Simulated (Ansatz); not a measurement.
# NaLiZnO2: complex band structure

Aim: relax a made-up compound, NaLiZnO2, and see how good a tunnel barrier it would be. It is built by putting O for S in the NaLiZnS2 structure of space group P3m1, with the volume rescaled by atomic radii. The parent structure comes from the Materials Project.

Program: Ansatz 0.2.0. Level of theory: PBE DFT, plane waves, PAW files, in the first sound run; inputs show where later runs differ. Results are calculated unless marked as measured.

The structure was built from a prototype and need not be the compound's stable phase.

## 1. Starting point

Symmetry: P3m1, No. 156, trigonal system. The conventional cell has a = 3.727 Å, b = 3.727 Å, c = 6.387 Å, α = 90.00°, β = 90.00°, γ = 120.00°. Na has 6 O at 2.66 to 2.85 Å nearest. Nearest to Li lie 4 O at 2.22 to 2.41 Å. Nearest to Zn lie 4 O at 2.17 to 2.29 Å. O has 3 Zn at 2.29 Å and 1 Li at 2.41 Å and 3 Na at 2.85 Å nearest. O has 1 Zn at 2.17 Å and 3 Li at 2.22 Å and 3 Na at 2.66 Å nearest. It derives from NaLiZnS2. O for S in the NaLiZnS2 structure of space group P3m1. Farther neighbours and most contacts between anions are not listed.

## 2. Cell and atoms at rest

The substituted atoms don't fit the parent's cell, so cell and atoms relax together. A small smearing keeps the run stable in case the gap closes on the way.

input.yaml reads:

```yaml
crystal:
  lattice:
    - [3.72732513, 0.0, 0.0]
    - [-1.863662565, 3.2279582507, 0.0]
    - [0.0, 0.0, 6.3873299827]
  atoms:
    - { symbol: Na, position: [0.0, 0.0, 0.026164] }
    - { symbol: Li, position: [0.3333333333, 0.6666666667, 0.356647] }
    - { symbol: Zn, position: [0.6666666667, 0.3333333333, 0.611634] }
    - { symbol: O, position: [0.3333333333, 0.6666666667, 0.733812] }
    - { symbol: O, position: [0.6666666667, 0.3333333333, 0.271743] }
kpoints:
  mp_grid: { grid: [6, 6, 4] }
scf:
  occupations: { method: gaussian, width: 0.03 }
hamiltonian:
  xc: pbe
output:
  forces: true
  stress: true
relax:
  f_tol: 0.02
  max_steps: 60
  cell: {}
```

Started as:

```console
$ ansatz run input.yaml --threads 2 --pin off --max-ram 4096MiB --backend cpu --events-out ev --progress --plain --runs-dir out
```

Numbers of over 12 decimals in the logs are rounded to 6 here.

Output:

```text
Engine: ansatz 0.2.0, x86_64-unknown-linux-gnu
Pseudopotentials: kind: paw
Pseudopotential: Na, paw, valence charge 9, recommended cutoff 420 eV (normal), Na.paw.azcp
Pseudopotential: Li, paw, valence charge 3, recommended cutoff 420 eV (normal), Li.paw.azcp
Pseudopotential: Zn, paw, valence charge 12, recommended cutoff 420 eV (normal), Zn.paw.azcp
Pseudopotential: O, paw, valence charge 6, recommended cutoff 420 eV (normal), O.paw.azcp
Functional definition: PBE
  parameter kappa = 0.804
  parameter beta = 0.066725
  exchange = pbe_x(kappa = kappa, mu = beta*pi^2/3)
  correlation = pbe_c(beta = beta)
Crystal: 5 atoms, lattice volume = 76.850 Å³
Basis set: ecut = 420 eV, 1521 PW (Γ), exchange–correlation on 50×50×90 points (8 copies of the dense FFT grid, shifted against one another)
Bands: 23, of which v1, the nominal top of the filled ones, is band 18 counted from 1 (17 counted from 0)
Symmetry: 6 space group operations
Space group: P3m1 (ITA 156), of the structure as read, at distance tolerance 4.3e-5 Å
k-points: 24 of 144 (time reversal used)
Non-local potential: Na, projectors of the file, l = 0: 3, l = 1: 2, l = 2: 1
Non-local potential: Li, projectors of the file, l = 0: 3, l = 1: 2, l = 2: 1
Non-local potential: Zn, projectors of the file, l = 0: 2, l = 1: 2, l = 2: 3, l = 3: 1
Non-local potential: O, projectors of the file, l = 0: 2, l = 1: 2, l = 2: 1
PAW form: soft (Blöchl's): semilocal exchange-correlation on the pseudo side does not see the compensation charge
PAW one-centre angular grid: Na, 110 points (default); XC on 64 Gauss nodes
PAW one-centre angular grid: Li, 110 points (default); XC on 64 Gauss nodes
PAW one-centre angular grid: Zn, 590 points (default); XC on 64 Gauss nodes
PAW one-centre angular grid: O, 110 points (default); XC on 64 Gauss nodes
Initial density: superposition of atomic densities (neutral atoms: chi_scale 0, normalization atom), corrected by the library's trained network
Initial wavefunctions: pseudopotential atomic-orbital guess
Functional: x = pbe(κ = 0.804, μ = 0.219515), c = pbe(β = 0.066725)
SCF iter   1: F=—  HF=-6146.462505 eV  |F-HF|=—  |Δ(HF+E_count)|=         —  Δρ=3.96e-3  dr2=2.01e-2  ethr=1.77e-3  ⟨swp⟩=6.1  Hψ=2602  notcnv=0
preconditioner: auto → Resta (q_TF=auto, 2.404 Å⁻¹)  ε∞=3.7  [insulator: Δε(μ)=0.656 eV  Ē_g=14.611 eV  σ=0.030 eV  W_gap=1.00  n_scr=22 (ndim 8)  ℏωp=24.0 eV  f_vac=0.088  D(μ)=0.00/eV (n_scr^D=0)  ε∞_Penn≈3.7]
SCF iter   2: F=—  HF=-6146.459741 eV  |F-HF|=—  |Δ(HF+E_count)|=   2.76e-3  Δρ=3.45e-3  dr2=7.73e-3  ethr=5.58e-5  ⟨swp⟩=2.0  Hψ=1082  notcnv=0  defer=24
SCF iter   3: F=—  HF=-6146.458531 eV  |F-HF|=—  |Δ(HF+E_count)|=   1.21e-3  Δρ=8.81e-4  dr2=1.79e-3  ethr=2.15e-5  ⟨swp⟩=2.0  Hψ=738  notcnv=0  defer=24
SCF iter   4: F=—  HF=-6146.458183 eV  |F-HF|=—  |Δ(HF+E_count)|=   3.48e-4  Δρ=7.54e-4  dr2=4.64e-4  ethr=4.97e-6  ⟨swp⟩=2.4  Hψ=829  notcnv=0  defer=24
SCF iter   5: F=—  HF=-6146.458091 eV  |F-HF|=—  |Δ(HF+E_count)|=   9.19e-5  Δρ=1.85e-4  dr2=3.08e-5  ethr=1.29e-6  ⟨swp⟩=2.0  Hψ=816  notcnv=0  defer=24
SCF iter   6: F=—  HF=-6146.458055 eV  |F-HF|=—  |Δ(HF+E_count)|=   3.65e-5  Δρ=9.45e-5  dr2=5.91e-6  ethr=8.55e-8  ⟨swp⟩=2.0  Hψ=903  notcnv=0  defer=24
SCF iter   7: F=—  HF=-6146.458054 eV  |F-HF|=—  |Δ(HF+E_count)|=   1.02e-6  Δρ=3.17e-5  dr2=6.63e-7  ethr=1.64e-8  ⟨swp⟩=2.0  Hψ=834  notcnv=0  defer=24
SCF iter   8: F=—  HF=-6146.458054 eV  |F-HF|=—  |Δ(HF+E_count)|=   4.89e-7  Δρ=1.41e-5  dr2=1.53e-7  ethr=1.84e-9  ⟨swp⟩=2.0  Hψ=949  notcnv=0  defer=24
SCF iter   9: F=-6146.458054 eV  HF=-6146.458054 eV  |F-HF|=1.24e-8  |Δ(HF+E_count)|=   1.52e-7  Δρ=4.27e-6  dr2=1.23e-8  ethr=2.78e-10  ⟨swp⟩=4.0  Hψ=1743  notcnv=0
SCF 1 converged in 9 iterations: F = -6146.458054 eV  dr2 = 1.23e-8
  greatest PAW one-centre occupation: 1.000 electrons in one spin orbital (limit 2), on the Li atom at site 1 (counted from 0), in its partial waves of l = 0
relax step   1: F+E_penalty+E_count = -6146.45805425 eV  Δ(F+E_penalty+E_count) = +0.000e0 eV  max|allowed force component| = 1.559e0 eV/Å  Δτ_max = 0.0000 Å  P = -14.238 GPa  Ω = 76.850 Å³  (9 SCF iters, dr2 threshold 1.00e-7 eV, accepted)
Crystal: 5 atoms, lattice volume = 66.652 Å³
Basis set: ecut = 420 eV, 1299 PW (Γ), exchange–correlation on 50×50×90 points (8 copies of the dense FFT grid, shifted against one another)
Initial density: handed on by an earlier stage of this run
Initial wavefunctions: those handed on with the density
iter 1 solved again at ethr=4.29e-4 eV; its pass at ethr=3.10e-3 eV (dr2=1.55e-1 eV) is discarded
SCF iter   1: F=—  HF=-6147.431450 eV  |F-HF|=—  |Δ(HF+E_count)|=         —  Δρ=1.47e-2  dr2=1.55e-1  ethr=4.29e-4  ⟨swp⟩=1.0  Hψ=2928  notcnv=0
preconditioner: auto → Resta (q_TF=auto, 2.462 Å⁻¹)  ε∞=3.8  [insulator: Δε(μ)=1.168 eV  Ē_g=15.501 eV  σ=0.030 eV  W_gap=1.00  n_scr=22 (ndim 8)  ℏωp=25.7 eV  f_vac=0.037  D(μ)=0.00/eV (n_scr^D=0)  ε∞_Penn≈3.8]
SCF iter   2: F=—  HF=-6147.395878 eV  |F-HF|=—  |Δ(HF+E_count)|=   3.56e-2  Δρ=7.82e-3  dr2=3.33e-2  ethr=4.29e-4  ⟨swp⟩=2.1  Hψ=873  notcnv=0
SCF iter   3: F=—  HF=-6147.388962 eV  |F-HF|=—  |Δ(HF+E_count)|=   6.92e-3  Δρ=3.48e-3  dr2=1.33e-2  ethr=9.26e-5  ⟨swp⟩=2.6  Hψ=1073  notcnv=0  defer=24
SCF iter   4: F=—  HF=-6147.386224 eV  |F-HF|=—  |Δ(HF+E_count)|=   2.74e-3  Δρ=1.27e-3  dr2=1.51e-3  ethr=3.70e-5  ⟨swp⟩=2.8  Hψ=858  notcnv=0  defer=24
SCF iter   5: F=—  HF=-6147.386145 eV  |F-HF|=—  |Δ(HF+E_count)|=   7.92e-5  Δρ=8.42e-4  dr2=4.30e-4  ethr=4.20e-6  ⟨swp⟩=2.0  Hψ=848  notcnv=0  defer=24
SCF iter   6: F=—  HF=-6147.386202 eV  |F-HF|=—  |Δ(HF+E_count)|=   5.70e-5  Δρ=1.74e-4  dr2=2.17e-5  ethr=1.19e-6  ⟨swp⟩=2.5  Hψ=815  notcnv=0  defer=24
SCF iter   7: F=—  HF=-6147.386216 eV  |F-HF|=—  |Δ(HF+E_count)|=   1.41e-5  Δρ=6.83e-5  dr2=3.12e-6  ethr=6.03e-8  ⟨swp⟩=2.2  Hψ=832  notcnv=0  defer=24
SCF iter   8: F=-6147.386219 eV  HF=-6147.386219 eV  |F-HF|=3.42e-7  |Δ(HF+E_count)|=   3.06e-6  Δρ=2.54e-5  dr2=3.28e-7  ethr=1.39e-9  ⟨swp⟩=3.0  Hψ=2049  notcnv=0
SCF 2 converged in 8 iterations: F = -6147.386219 eV  dr2 = 3.28e-7
relax step   2: F+E_penalty+E_count = -6147.38621900 eV  Δ(F+E_penalty+E_count) = -9.282e-1 eV  max|allowed force component| = 7.102e-1 eV/Å  Δτ_max = 0.0596 Å  P = -9.905 GPa  Ω = 66.652 Å³  energy of the carried Pulay correction = +2.359e-2 eV  (8 SCF iters, dr2 threshold 5.00e-7 eV, accepted)
Crystal: 5 atoms, lattice volume = 58.303 Å³
Basis set: ecut = 420 eV, 1147 PW (Γ), exchange–correlation on 50×50×90 points (8 copies of the dense FFT grid, shifted against one another)
[...]
SCF iter   4: F=—  HF=-6147.759745 eV  |F-HF|=—  |Δ(HF+E_count)|=   1.86e-3  Δρ=1.28e-3  dr2=9.54e-4  ethr=2.28e-5  ⟨swp⟩=2.9  Hψ=1024  notcnv=0  defer=7
SCF iter   5: F=—  HF=-6147.759651 eV  |F-HF|=—  |Δ(HF+E_count)|=   9.40e-5  Δρ=5.42e-4  dr2=1.44e-4  ethr=2.65e-6  ⟨swp⟩=2.0  Hψ=985  notcnv=0  defer=7
SCF iter   6: F=—  HF=-6147.759716 eV  |F-HF|=—  |Δ(HF+E_count)|=   6.48e-5  Δρ=1.82e-4  dr2=1.78e-5  ethr=3.99e-7  ⟨swp⟩=2.0  Hψ=813  notcnv=0  defer=7
SCF iter   7: F=—  HF=-6147.759723 eV  |F-HF|=—  |Δ(HF+E_count)|=   6.58e-6  Δρ=1.08e-4  dr2=5.38e-6  ethr=4.93e-8  ⟨swp⟩=2.0  Hψ=816  notcnv=0  defer=7
SCF iter   8: F=-6147.759723 eV  HF=-6147.759723 eV  |F-HF|=7.07e-8  |Δ(HF+E_count)|=   3.32e-7  Δρ=2.60e-5  dr2=4.00e-7  ethr=1.39e-9  ⟨swp⟩=3.8  Hψ=2398  notcnv=0
SCF 3 converged in 8 iterations: F = -6147.759723 eV  dr2 = 4.00e-7
relax step   3: F+E_penalty+E_count = -6147.75972312 eV  Δ(F+E_penalty+E_count) = -3.735e-1 eV  max|allowed force component| = 1.739e-1 eV/Å  Δτ_max = 0.0291 Å  P = -1.482 GPa  Ω = 58.303 Å³  energy of the carried Pulay correction = +4.556e-2 eV  (8 SCF iters, dr2 threshold 5.00e-7 eV, accepted)
[... from here on, the SCF cycles and remarks between the steps are left out ...]
relax step   4: F+E_penalty+E_count = -6147.77917821 eV  Δ(F+E_penalty+E_count) = -1.946e-2 eV  max|allowed force component| = 2.781e-1 eV/Å  Δτ_max = 0.0704 Å  P = +1.106 GPa  Ω = 55.528 Å³  energy of the carried Pulay correction = +5.348e-2 eV  (8 SCF iters, dr2 threshold 5.00e-7 eV, accepted)
relax step   5: F+E_penalty+E_count = -6147.78621505 eV  Δ(F+E_penalty+E_count) = -7.037e-3 eV  max|allowed force component| = 6.910e-2 eV/Å  Δτ_max = 0.0228 Å  P = +0.158 GPa  Ω = 56.420 Å³  energy of the carried Pulay correction = +5.090e-2 eV  (7 SCF iters, dr2 threshold 5.00e-7 eV, accepted)
relax step   6: F+E_penalty+E_count = -6147.78770962 eV  Δ(F+E_penalty+E_count) = -1.495e-3 eV  max|allowed force component| = 4.158e-2 eV/Å  Δτ_max = 0.0121 Å  P = -0.044 GPa  Ω = 56.520 Å³  energy of the carried Pulay correction = +5.061e-2 eV  (6 SCF iters, dr2 threshold 2.98e-7 eV, accepted)
relax step   7: F+E_penalty+E_count = -6147.78903566 eV  Δ(F+E_penalty+E_count) = -1.326e-3 eV  max|allowed force component| = 1.568e-2 eV/Å  Δτ_max = 0.0175 Å  P = +0.035 GPa  Ω = 56.410 Å³  energy of the carried Pulay correction = +5.092e-2 eV  (7 SCF iters, dr2 threshold 1.08e-7 eV, accepted)
relax step   8: F+E_penalty+E_count = -6147.77382272 eV  Δ(F+E_penalty+E_count) = +1.521e-2 eV  max|allowed force component| = 1.875e-2 eV/Å  Δτ_max = 0.0000 Å  P = -0.390 GPa  Ω = 56.410 Å³  stress off target by 3.94e-1 GPa  SCF on the basis re-selected at this cell (its energy is not comparable with the rows above)  (9 SCF iters)
relax step   9: F+E_penalty+E_count = -6147.77537222 eV  Δ(F+E_penalty+E_count) = -1.549e-3 eV  max|allowed force component| = 9.114e-3 eV/Å  Δτ_max = 0.0110 Å  P = +0.013 GPa  Ω = 56.067 Å³  energy of the carried Pulay correction = +1.082e-3 eV  (5 SCF iters, dr2 threshold 3.88e-7 eV, accepted)
relax step  10: F+E_penalty+E_count = -6147.77419777 eV  Δ(F+E_penalty+E_count) = +1.174e-3 eV  max|allowed force component| = 9.072e-3 eV/Å  Δτ_max = 0.0000 Å  P = -0.011 GPa  Ω = 56.067 Å³  stress off target by 5.63e-2 GPa  SCF on the basis re-selected at this cell (its energy is not comparable with the rows above)  (8 SCF iters)
relax step  11: F+E_penalty+E_count = -6147.77421218 eV  Δ(F+E_penalty+E_count) = -1.441e-5 eV  max|allowed force component| = 2.943e-3 eV/Å  Δτ_max = 0.0017 Å  P = +0.009 GPa  Ω = 56.068 Å³  energy of the carried Pulay correction = -4.933e-6 eV  (6 SCF iters, dr2 threshold 7.93e-9 eV, accepted)
iter 1 solved again at ethr=1.31e-7 eV; its pass at ethr=3.10e-3 eV (dr2=4.72e-5 eV) is discarded
SCF iter   1: F=—  HF=-6147.774176 eV  |F-HF|=—  |Δ(HF+E_count)|=         —  Δρ=7.41e-6  dr2=1.36e-8  ethr=1.31e-7  ⟨swp⟩=3.0  Hψ=3781  notcnv=0
eigensolver tolerance schedule: the retry pair's looser diagonalisation over-reported the residual by 3460.74 of it (diagonalisation noise at 0.17 of the residual, at the tolerance the schedule requests for it); recorded, not acted on — ethr = c·dr2/N_el stays at c = 1.0e-1
preconditioner: auto → Resta (q_TF=auto, 2.534 Å⁻¹)  ε∞=3.9  [insulator: Δε(μ)=1.603 eV  Ē_g=16.386 eV  σ=0.030 eV  W_gap=1.00  n_scr=22 (ndim 8)  ℏωp=28.1 eV  f_vac=0.028  D(μ)=0.00/eV (n_scr^D=0)  ε∞_Penn≈3.9]
SCF iter   2: F=—  HF=-6147.774184 eV  |F-HF|=—  |Δ(HF+E_count)|=   7.91e-6  Δρ=5.34e-6  dr2=1.00e-8  ethr=3.79e-11  ⟨swp⟩=3.2  Hψ=1293  notcnv=0
SCF iter   3: F=—  HF=-6147.774184 eV  |F-HF|=—  |Δ(HF+E_count)|=  3.87e-10  Δρ=2.87e-6  dr2=1.95e-9  ethr=2.79e-11  ⟨swp⟩=1.6  Hψ=566  notcnv=0
SCF iter   4: F=—  HF=-6147.774184 eV  |F-HF|=—  |Δ(HF+E_count)|=   2.17e-9  Δρ=1.40e-6  dr2=6.10e-10  ethr=5.41e-12  ⟨swp⟩=1.7  Hψ=744  notcnv=0
SCF iter   5: F=-6147.774184 eV  HF=-6147.774184 eV  |F-HF|=5.46e-12  |Δ(HF+E_count)|=  6.45e-10  Δρ=1.97e-7  dr2=1.87e-11  ethr=1.00e-12  ⟨swp⟩=2.3  Hψ=2115  notcnv=0
SCF 12 converged in 5 iterations: F = -6147.774184 eV  dr2 = 1.87e-11
relax step  12: F+E_penalty+E_count = -6147.77418360 eV  Δ(F+E_penalty+E_count) = +2.857e-5 eV  max|allowed force component| = 2.947e-3 eV/Å  Δτ_max = 0.0000 Å  P = +0.009 GPa  Ω = 56.068 Å³  stress off target by 2.43e-2 GPa  SCF on the basis re-selected at this cell (its energy is not comparable with the rows above)  (5 SCF iters)
basis re-selected at this cell: Δ(F+E_penalty+E_count) = +2.857e-5 eV, ΔP = -0.000 GPa vs the last step (what re-selecting the basis moved, of the pressure what is left beyond the Pulay correction that the steps carried, after the strain that the cell walked since its last selection, with what the two solves' SCF thresholds leave and, on support functions, any second-order correction that the steps lacked; it is no m [...]
SCF converged after 5 iterations
Free energy (F): -6147.774184 eV
Harris-Foulkes:  -6147.774184 eV  (|F-HF|=5.46e-12)
Internal energy: -6147.774184 eV  (E = F + TS)
E sigma→0 (E₀):  -6147.774184 eV
Fermi energy:    5.908251 eV
--- Per-component energies (eV) ---
  E_band       = -265.138710
  E_kinetic    = 625.189202
  E_local      = -3704.123079  (includes V_loc(G=0)·N_el)
  E_nonlocal   = 796.551749
  E_hartree    = 1424.334714
  E_xc         = -335.734210
  E_vxc        = -305.909814  (∫ρ·V_xc dr)
  E_paw        = -2431.009663  (= ΣΔE_a)
  E_vpaw       = -525.520445  (= ΣTr[D̂ρ^β])
  E_aug_tail   = 0.004329  (compensation charges beyond the density's cutoff)
  E_ewald      = -2522.987226
  E_smearing   = -0.000000  (= −TS)
  E_closure    = -0.000000  (closes the sum)
  Σ components = -6147.774184   (vs F -6147.774184, Δ=0.00e0)
--- Forces (eV/Å), atoms counted from 1 ---
  atom   1  Na     0.00000000     0.00000000     0.00078479
  atom   2  Li    -0.00000000    -0.00000000    -0.00007858
  atom   3  Zn     0.00000000     0.00000000     0.00118898
  atom   4  O     -0.00000000     0.00000000     0.00105971
  atom   5  O      0.00000000    -0.00000000    -0.00294502
  max |Σ_I F_I| component: 9.88e-6 eV/Å
--- Stress (GPa, compression-positive) ---
        0.001759       0.000000      -0.000000
        0.000000       0.001759      -0.000000
       -0.000000      -0.000000       0.024298
  P = ⅓ Tr σ = 0.0093 GPa (0.093 kbar)
--- Relaxed structure (9 steps of the walk, 9 accepted, 3 SCFs on fresh bases) ---
  F+E_penalty+E_count = -6147.77418360 eV   max|allowed force component| = 2.947e-3 eV/Å   (the final SCF, on the basis selected at the relaxed cell)
  cell:  # Å, volume = 56.0685 Å³
    - [3.314537, 0, 0.0]
    - [-1.657269, 2.870473, 0]
    - [0.0, 0, 5.893081]
  atoms:
    - { symbol: Na, position: [0, 0, 0.022008] }
    - { symbol: Li, position: [0.333333, 0.666667, 0.332822] }
    - { symbol: Zn, position: [0.666667, 0.333333, 0.620487] }
    - { symbol: O, position: [0.333333, 0.666667, 0.739989] }
    - { symbol: O, position: [0.666667, 0.333333, 0.284694] }
```

Wall time 29 s (2 threads of Intel Xeon Platinum 8259CL at 2.50GHz (Skylake/Cascade Lake), shared host); peak memory 0.45 GiB; 55 s of CPU time.

Relaxation path:

```csv
step,energy less that of the first step (eV),largest force component (eV/Å),pressure (GPa),volume (Å³)
1,0.0000,1.5591,-14.24,76.85
2,-0.9282,0.7102,-9.91,66.65
3,-1.3017,0.1739,-1.48,58.30
4,-1.3211,0.2781,1.11,55.53
5,-1.3282,0.0691,0.16,56.42
6,-1.3297,0.0416,-0.04,56.52
7,-1.3310,0.0157,0.04,56.41
8*,-1.3158,0.0188,-0.39,56.41
9,-1.3173,0.0091,0.01,56.07
10*,-1.3161,0.0091,-0.01,56.07
11,-1.3162,0.0029,0.01,56.07
12*,-1.3161,0.0029,0.01,56.07
```

Relaxation steps marked * repeat the geometry before them on a plane-wave basis chosen anew for their cell, so energy and pressure can jump there.

The run keeps the 6 symmetry operations that it works with, so distortions that break them were not tested.

```csv
"conventional cell, symmetrised",before,after,change
a (Å),3.727,3.315,-11.1 %
b (Å),3.727,3.315,-11.1 %
c (Å),6.387,5.893,-7.7 %
volume (Å³/atom),15.37,11.21,-27.0 %
```

The atoms that moved most (Å, as changes of fractional coordinates times the final cell):

```csv
atom,dx,dy,dz,length
Li2,0.000,0.000,-0.140,0.140
O5,0.000,0.000,0.076,0.076
Zn3,0.000,0.000,0.052,0.052
O4,0.000,0.000,0.036,0.036
Na1,0.000,0.000,-0.024,0.024
```

The relaxed structure:

```xyz
5
Lattice="3.3145 0.0000 0.0000 -1.6573 2.8705 0.0000 0.0000 0.0000 5.8931" Properties=species:S:1:pos:R:3 pbc="T T T"
Na    0.0000    0.0000    0.1297
Li    0.0000    1.9136    1.9613
Zn    1.6573    0.9568    3.6566
O     0.0000    1.9136    4.3608
O     1.6573    0.9568    1.6777
```

This step gave:

| Property | Result |
| --- | --- |
| free energy | -6147.7742 eV |
| Fermi energy | 5.908 eV |
| pressure | 0.009272 GPa |

The largest force component on a free atom ends at 0.0029 eV/Å.

(Continued in part 2 of 3.)

[Logs are printed without paths, hosts, clocks, repeated set-up lines and the standing remarks that a program may print on its own settings, such as how far it seeks lower states.]

[Hosts, paths, dates, database ids (printed as entryN), source tags and the programs' standing remarks are cut or masked in the printed files.]
